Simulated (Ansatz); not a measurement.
# A hole started on a pair of Cl atoms pulled together in NaCl (Fm-3m), part 2 of 3

Question: is an added hole in NaCl (Fm-3m) a free carrier or a small polaron? The trial puts it on a pair of Cl atoms pulled together. The model is a cell of 128 host atoms; several levels of theory are compared, with their cost.

Ansatz 0.2.0; plane-wave PAW DFT, PBE0; relaxation of all atoms of a supercell at fixed charge in a uniform background; PAW set soft_1.

So far. Step 2 (Relaxation with the hole, PBE0): Largest moments: 0.42 μB on Cl52, 0.42 μB on Cl20 and 0.00 μB on Cl116. The sizes of the moments in the atoms' spheres add to about 0.9 μB, shared by 2.1 atoms in effect, 97 % of it within 3.2 Å of the largest: the carrier is localised at or next to the trial site.

In doubt: the hybrid run may have settled on a false gap or state (in some of the runs), so the values of those runs are not to be relied on; a hybrid run on one k-point (step 4), which bears on gaps, levels and energies.

**3. The states that it is compared with**

Its energy has a meaning only beside the cell without the carrier and the carrier left in the undistorted cell, under the same functional.

Times on 1 × NVIDIA H100 80GB HBM3 with 10 threads of AMD EPYC 7R13 (Zen 3), shared host:

```csv
charge,start,kind,largest moment on one atom (μB),time
0,ideal sites,relaxation,-,13 s
+1,ideal sites,"single point, state in doubt",0.01,33 s
```

Distances from Cl52, which holds the largest moment, without and with the hole:

```csv
atom,without (Å),with (Å),change (Å)
Cl20,3.96,2.69,-1.27
Na59,2.80,2.74,-0.06
Na53,2.80,2.74,-0.06
Na85,2.80,3.44,0.64
Na83,2.80,2.96,0.16
Na61,2.80,2.95,0.15
Na91,2.80,3.44,0.64
```

The hole binds Cl52 and Cl20 into a pair, 3.96 Å apart without it and 2.69 Å with it.

**4. States in the gap, PBE0**

A single point on the relaxed atoms asks for the levels and how far each is spread.

qp1_M1_trap.hyb/input.yaml

```yaml
crystal:
  checkpoint: "../qp1_M1_trap.hrelax.run"
  host: checkpoint
total_charge: 1
basis:
  ecutwfc: 420
  xc_grid: 2
hamiltonian:
  xc: pbe0
  pseudopotentials: { kind: paw, azcp: { folder: soft_1 } }
kpoints:
  mp_grid: { grid: [1, 1, 1] }
magnetization:
  spin_polarized: true
  initial_magnetization: 1
  spin_locking: { lock_magnetization: hard }
scf:
  occupations: { method: fixed }
  max_iter: 60
output:
  forces: true
  charged_corrections:
    epsilon: 2.56
    static_epsilon: 6.02
    defect_position: [0.25, 0.625, 0.375]
  eigenvalues: true
  eigenstates: { localisation: true }
  populations: true
  efg: {}
  write_density: true
  write_potential: true
  volumetric_format: npy
checkpoint:
  read: "../qp1_M1_trap.hrelax.run"
  write: "../qp1_M1_trap.hyb.run"
  compress: false
  write_wavefunctions: true
  write_every: 100000
```

On the command line:

```
$ ansatz run input.yaml --threads 10 --pin off --max-ram 65945MiB --backend cuda --events-out ev --progress --plain --runs-dir out
```

Numbers of over 12 decimals in the logs are rounded to 6 here.

Log:

```text
[...]
crystal.checkpoint: the structure is that of <dir>, a `relax` run, at its step 8: its result, under pbe0 at a charge of 1 e; 128 atoms read, 2 with a starting moment; crystal.structure_sha256 for this input is
[...]
GPU FFT provider: cuFFT
GPU libraries: cuBLAS 13.8.2, cuFFT 12.4.0, cuSOLVER 12.3.4
Crystal: 128 atoms, lattice volume = 2812.749 Å³
Basis set: ecut = 420 eV, 55009 PW (Γ), exchange–correlation on 216×216×216 points (8 copies of the dense FFT grid, shifted against one another)
Bands: 640, of which v1, the nominal top of the filled ones, is band 512 counted from 1 (511 counted from 0)
Symmetry: 1 space group operations
[...]
k-points: 1
[...]
Stability of the state it starts from, as read at its close in the collinear treatment: not read, because the functional holds exact exchange (a hybrid, or Hartree-Fock), whose exchange loop this test does not read (fock_operator); its run was given moments
[...]
GPU buffer pool allocated for 1259712 grid points (all kernels)
[...]
Frozen-core exchange: fock
[...]
SCF iter   2: F=-164535.068353 eV  HF=-164535.068353 eV  |F-HF|=1.08e-9  |Δ(HF+E_count)|=  9.90e-10  Δρ=2.42e-7 (↑2.32e-7 ↓2.42e-7)  dr2=1.65e-10  dr2_m=1.38e-9  M=1.000 μB ∫|m|=1.110 μB  ethr=1.70e-11 (applied; sched 1.00e-12)  ⟨swp⟩=11.0  Hψ=3660  notcnv=0  reapply=1
SCF 1 converged in 2 iterations: F = -164535.068353 eV  dr2 = 1.65e-10
[...]
hybrid outer 1: dexx = +2.910e-11 eV, tail = 3.23e-9 eV
[...]
atom  51  Na V_zz =    +0.304988   η = 0.2175   by run symmetry: allowed
[...]
atom  52  Cl V_zz =   +26.864733   η = 0.0381   by run symmetry: allowed
[...]
atom  53  Na V_zz =    +0.282373   η = 0.4576   by run symmetry: allowed
[...]
atom  59  Na V_zz =    +0.281496   η = 0.4594   by run symmetry: allowed
[...]
atom  83  Na V_zz =    +0.304257   η = 0.2173   by run symmetry: allowed
[...]
--- Charged-cell corrections in eV (Makov–Payne, q = +1.000 e, ε = 2.560 of the electrons, 6.020 with the ions) ---
[...]
E_corr1          = +0.575455  (monopole, q²α_M/2εL)
  F Makov-Payne    = n/a  (the rows are of the electrons' constant alone; ansatz place-levels tells what screens the charge)
[...]
--- Band table (eV) ---
[...]
--- Löwdin populations: 128 sites ---
  site symbol       q [e]    m [muB]
     0     Na      8.2896    -0.0000
     1     Cl      7.6746    -0.0000
  [... 17 atoms left out ...]
    19     Cl      7.3136     0.4914
  [... 1 atom left out ...]
    21     Cl      7.6775    -0.0003
  [... 5 atoms left out ...]
    27     Cl      7.6775    -0.0003
    28     Na      8.2885    -0.0004
  [... 14 atoms left out ...]
    43     Cl      7.6772    -0.0003
  [... 6 atoms left out ...]
    50     Na      8.2882    -0.0004
    51     Cl      7.3136     0.4914
    52     Na      8.2947    -0.0022
  [... 5 atoms left out ...]
    58     Na      8.2947    -0.0022
  [... 23 atoms left out ...]
    82     Na      8.2882    -0.0004
  [... 45 atoms left out ...]
  spilling = 0.002068 (of n_electrons = 1023.000000)
[key lines of the parts left out:]
Magnetization: 1.0000 μB (512.0000 up, 511.0000 down)
Free energy (F): -164535.068353 eV
Fermi energy:    -0.161926 (↑ -0.162558, ↓ -0.161926) eV
```

Run time: 41 s. Hardware: 1 × NVIDIA H100 80GB HBM3 with 10 threads of AMD EPYC 7R13 (Zen 3), shared host; peak memory 3.6 GiB; 3.1 min of CPU time.

The column dr2 measures how far the density is from self-consistency, as an energy; F and HF (Harris–Foulkes) agree once it is small.

From eigenstates.tsv, first k-point; energies on the run's zero. The participation number counts the atoms that a state is spread over, of 128; bands count from 0.

```csv
spin,band,energy (eV),occupation,participation,largest share on,share
down,505,-0.291,1.00,31.3,Cl30,0.06
down,506,-0.291,1.00,29.1,Cl4,0.06
down,507,-0.287,1.00,34.8,Cl62,0.04
down,508,-0.165,1.00,53.9,Cl102,0.03
down,509,-0.163,1.00,61.1,Cl128,0.03
down,510,-0.162,1.00,57.6,Cl72,0.03
down,511,2.039,0.00,2.4,Cl20,0.46
down,512,7.087,0.00,120.7,Na21,0.01
down,513,8.474,0.00,59.5,Cl52,0.04
down,514,8.490,0.00,55.6,Na21,0.04
down,515,8.585,0.00,79.9,Cl14,0.02
up,506,-0.292,1.00,31.1,Cl30,0.06
up,507,-0.291,1.00,29.1,Cl4,0.06
up,508,-0.287,1.00,34.8,Cl62,0.04
up,509,-0.164,1.00,55.1,Cl128,0.03
up,510,-0.163,1.00,60.8,Cl128,0.03
up,511,-0.163,1.00,57.1,Cl72,0.03
up,512,7.079,0.00,119.5,Na21,0.02
up,513,8.417,0.00,46.4,Na85,0.05
up,514,8.435,0.00,54.4,Cl20,0.05
up,515,8.579,0.00,79.6,Cl14,0.02
up,516,8.595,0.00,77.1,Na117,0.03
```

Under PBE0 at the zone centre alone, the highest filled state is spin down, spread over 58 of 128 atoms, and the lowest empty one, 2.20 eV above it, is spin down, spread over 2 of 128 atoms.

Valence electrons by atom (Löwdin), nearest atoms first, with the excess over far atoms of the same element, which can also hold differences between inequivalent host sites (the log counts sites from 0):

```csv
atom,distance from the centre (Å),electrons,excess
Cl20,1.34,7.314,-0.361
Cl52,1.34,7.314,-0.361
Na53,2.39,8.295,0.006
Na59,2.39,8.295,0.006
Cl28,3.46,7.678,0.003
Cl22,3.46,7.677,0.003
Na51,3.47,8.288,0.000
Na83,3.47,8.288,0.000
```

The largest moments in the atoms' spheres: Cl52 0.42, Cl20 0.42, Cl116 0.00, Cl84 0.00, Cl124 0.00, Cl118 0.00 μB.

Isotropic hyperfine couplings from the contact spin densities (Fermi contact term with core polarisation, no dipolar part), the largest:

```csv
atom,isotope,distance from the centre (Å),contact spin density (e/Å³),A (MHz)
Cl20,35Cl,1.34,0.968,62.9
Cl52,35Cl,1.34,0.967,62.9
Na53,23Na,2.39,-0.0198,-3.5
Na59,23Na,2.39,-0.0198,-3.5
Na29,23Na,3.47,-0.00452,-0.8
Na61,23Na,3.47,-0.00452,-0.8
Na51,23Na,3.47,-0.00443,-0.8
Na83,23Na,3.47,-0.00443,-0.8
Cl28,35Cl,3.46,-0.00796,-0.5
Cl22,35Cl,3.46,-0.00793,-0.5
```

Spin density in the ac plane at fractional y = 0.625, through the centre, with atoms of Cl within 0.45 Å of it.

Ten even steps from '0' (0.00 e/Å³) to '9' (0.29 e/Å³), each cell a mean:
```
00000000000000000000000000000000000000000000
00000000000000000000000000000000000000000000
00000000000000000000000000000000000000000000
00000000000000000000000000000000000000000000
00000000000000000000000000000000000000000000
00000000000000000000000000000000000000000000
00000000000000000000000000000000000000000000
00000000000000000000000000000000000000000000
00000000000000000000000000000000000000000000
00000000000000000000000000000000000000000000
00000000000000000000000000000000000000000000
00000000000000000000000000000000000000000000
00000000000000000000000000000000000000000000
00011102200121011000000000000000000000000000
00014953960069359410000000000000000000000000
00001462373016614631000000000000000000000000
00000000001000100000000000000000000000000000
00000000000000000000000000000000000000000000
00000000000000000000000000000000000000000000
00000000000000000000000000000000000000000000
00000000000000000000000000000000000000000000
00000000000000000000000000000000000000000000
00000000000000000000000000000000000000000000
00000000000000000000000000000000000000000000
```
Columns run along a (15.8 Å), rows up along c (15.8 Å). Atoms in or near the plane, at fractional coordinates: Cl at (0.13, 0.13), Cl at (0.16, 0.38), Cl at (0.12, 0.63), Cl at (0.13, 0.88), Cl at (0.38, 0.12), Cl at (0.33, 0.38), Cl at (0.37, 0.62), Cl at (0.38, 0.87), Cl at (0.62, 0.13), Cl at (0.62, 0.37), Cl at (0.63, 0.62), Cl at (0.63, 0.87), Cl at (0.87, 0.13), Cl at (0.88, 0.37) and more.

Electrostatic potential energy in the ac plane at fractional y = 0.625, through the centre, with atoms of Cl within 0.45 Å of it. With pseudopotentials it is smooth inside the atoms' cores, unlike the true potential.

Ten even steps from '0' (-37 eV) to '9' (7 eV), each cell a mean:
```
99999999999999999999999999999999999999999999
99964579999999655899999996558999999864589999
99940004899998400149999994000489999840004899
99985101699999841016999998410169999984101699
99999977899999998778999999987789999999877899
99999999999999999999999999999999999999999999
99999999999999999999999999999999999999999999
99864579999999756899999996558999999975689999
99840004899998300159999994000489999950004899
99985101699999830016999998410169999985100599
99999977899999998668999999987789999999866799
99999999999999999999999999999999999999999999
99999999999999999999999999999999999999999999
99998545899964479999999985468999999974579999
99997200158840002799999982001599999950003899
99999730017985100489999998300279999995100599
99999998778999877899999999987789999999977899
99999999999999999999999999999999999999999999
99999999999999999999999999999999999999999999
99963479999999756899999985358999999864579999
99940003899999400148999983000599999840004899
99995201699999841016999998410279999984101699
99999988899999998768999999998899999999877899
99999999999999999999999999999999999999999999
```
Columns run along a (15.8 Å; values clipped at the 3rd and 97th percentile), rows up along c (15.8 Å). Atoms in or near the plane, at fractional coordinates: Cl at (0.13, 0.13), Cl at (0.16, 0.38), Cl at (0.12, 0.63), Cl at (0.13, 0.88), Cl at (0.38, 0.12), Cl at (0.33, 0.38), Cl at (0.37, 0.62), Cl at (0.38, 0.87), Cl at (0.62, 0.13), Cl at (0.62, 0.37), Cl at (0.63, 0.62), Cl at (0.63, 0.87), Cl at (0.87, 0.13), Cl at (0.88, 0.37) and more.

Valence density in the ac plane at fractional y = 0.625, through the centre, with atoms of Cl within 0.45 Å of it. It is the smooth field of the valence electrons, not physical close to the nuclei.

Values in e/Å³, 13 rows by 16 columns, each cell a mean:
```
0.1 0.5 0.2 0.0 0.1 0.5 0.2 0.0 0.1 0.5 0.2 0.0 0.1 0.5 0.2 0.0
0.1 1.2 1.3 0.2 0.1 1.2 1.2 0.2 0.1 1.2 1.2 0.2 0.1 1.2 1.2 0.2
0.0 0.2 0.6 0.2 0.0 0.2 0.7 0.2 0.0 0.2 0.7 0.2 0.0 0.2 0.6 0.2
0.1 0.3 0.1 0.0 0.1 0.2 0.1 0.0 0.1 0.2 0.1 0.0 0.1 0.2 0.1 0.0
0.2 1.3 1.0 0.1 0.2 1.2 0.9 0.1 0.2 1.2 1.0 0.1 0.1 1.2 1.0 0.2
0.0 0.4 1.0 0.3 0.0 0.5 1.1 0.3 0.0 0.4 1.0 0.3 0.0 0.4 1.1 0.4
0.0 0.1 0.1 0.1 0.1 0.1 0.1 0.1 0.1 0.1 0.1 0.0 0.0 0.1 0.1 0.1
0.0 0.4 1.1 0.4 0.8 1.0 0.2 0.0 0.2 1.1 0.7 0.1 0.1 1.1 0.8 0.1
0.0 0.1 0.9 1.0 0.4 1.1 0.7 0.0 0.1 0.7 1.2 0.2 0.0 0.6 1.2 0.4
0.0 0.0 0.1 0.1 0.1 0.1 0.1 0.0 0.0 0.1 0.1 0.1 0.0 0.1 0.1 0.1
0.2 0.9 0.5 0.0 0.1 0.8 0.4 0.0 0.2 0.9 0.5 0.0 0.2 0.9 0.5 0.0
0.1 0.9 1.3 0.3 0.1 1.0 1.3 0.3 0.1 0.9 1.3 0.2 0.1 0.9 1.3 0.3
0.0 0.1 0.2 0.1 0.0 0.1 0.3 0.2 0.0 0.1 0.2 0.1 0.0 0.1 0.3 0.1
```
Columns run along a (15.8 Å), rows up along c (15.8 Å). Atoms in or near the plane, at fractional coordinates: Cl at (0.13, 0.13), Cl at (0.16, 0.38), Cl at (0.12, 0.63), Cl at (0.13, 0.88), Cl at (0.38, 0.12), Cl at (0.33, 0.38), Cl at (0.37, 0.62), Cl at (0.38, 0.87), Cl at (0.62, 0.13), Cl at (0.62, 0.37), Cl at (0.63, 0.62), Cl at (0.63, 0.87), Cl at (0.87, 0.13), Cl at (0.88, 0.37) and more.

Uncorrected and at zero smearing, the relaxed cell lies 0.37 eV below the carrier in the undistorted cell.

This is not yet the binding energy: the image correction is missing, and with exact exchange at one k-point the spread carrier of the reference is itself shifted by a finite-cell term.

**5. Placing the level against the band edges**

A charged cell interacts with its images and has another zero of potential than the host, so place-levels corrects and aligns it with a run of the defect-free crystal.

levels.hyb.yaml

```yaml
host:
  run: host.hyb.run
states: [qp1_M1_trap.hyb.run, q0_ideal.hyb.run, q0_M2_trap.hyb.run]
geometry_from:
  qp1_M1_trap.hyb.run: qp1_M1_trap.hrelax.run
  q0_ideal.hyb.run: q0_ideal.hrelax.run
  q0_M2_trap.hyb.run: q0_M2_trap.hrelax.run
chemical_potentials: {}
```

On the command line:

```
$ ansatz place-levels levels.hyb.yaml -- --threads 10 --pin off --max-ram 65945MiB
```

Log:

```text
[...]
(+1/0) 0.236 eV above the valence edge, 7.057 eV under the conduction edge
formation energy of charge +1: -0.236 eV with the Fermi level at the valence edge
formation energy of charge 0: -0.000 eV with the Fermi level at the valence edge
  edges by pbe0, gap 7.293 eV; the host is sampled to repeats of 15.84 Å
  the defect's cells are sampled to repeats of 15.84 Å, like sampling
  charge +1: -164534.8247 eV with its correction of +0.244 eV, at epsilon 6.02, aligned at sites: -0.0011 eV, mean over 32 atomic sites at or beyond 7.92 Å from the defect at [0.2500, 0.6250, 0.3750], with +0.002504 for the charge's moments and without [...]
  charge +1: by its spins about the atoms it stands at 0.250 0.625 0.375, with an rms radius of about 1.8 Å (1.4 0.7 0.7 Å across the planes of the cell's vectors)
  charge 0: +0.000 eV for its dipole among its images, +0.000 omitted
  charge 0: states[2] (q0_M2_trap.hyb.run) stands 6.464 eV higher, with a moment of 2.00 μB against 0.00
  of the host: (host) hybrid's levels can ripple along a path where its exchange mesh is coarse, and an extremum then takes the crest, of which none of its warnings tells: converge the edges in the exchange mesh (kpoints.mp_grid)
  of states[0] (qp1_M1_trap.hyb.run): its only k-point is the zone centre, where a defect's energies can be off by tenths of an eV or more: see "From the zone centre to a mesh" in the quickstart; [...]
  of states[1] (q0_ideal.hyb.run): its only k-point is the zone centre, where a defect's energies can be off by tenths of an eV or more: see "From the zone centre to a mesh" in the quickstart
  of states[2] (q0_M2_trap.hyb.run): its only k-point is the zone centre, where a defect's energies can be off by tenths of an eV or more: see "From the zone centre to a mesh" in the quickstart; [...]
```

Wall time 0.27 s (10 threads).

Counted from the neutral cell, this state lies 0.24 eV below a free hole at the valence top.

(Part 2 of 3 ends here.)

[Logs are printed without paths, hosts, clocks, repeated set-up lines and the standing remarks that a program may print on its own settings, such as how far it seeks lower states.]

[Hosts, paths, dates, database ids (printed as entryN), source tags and the programs' standing remarks are cut or masked in the printed files.]

[For some hosts the program warned that the k-mesh of the response run may be too coarse for force constants and the static dielectric constant; such warnings are not shown here.]
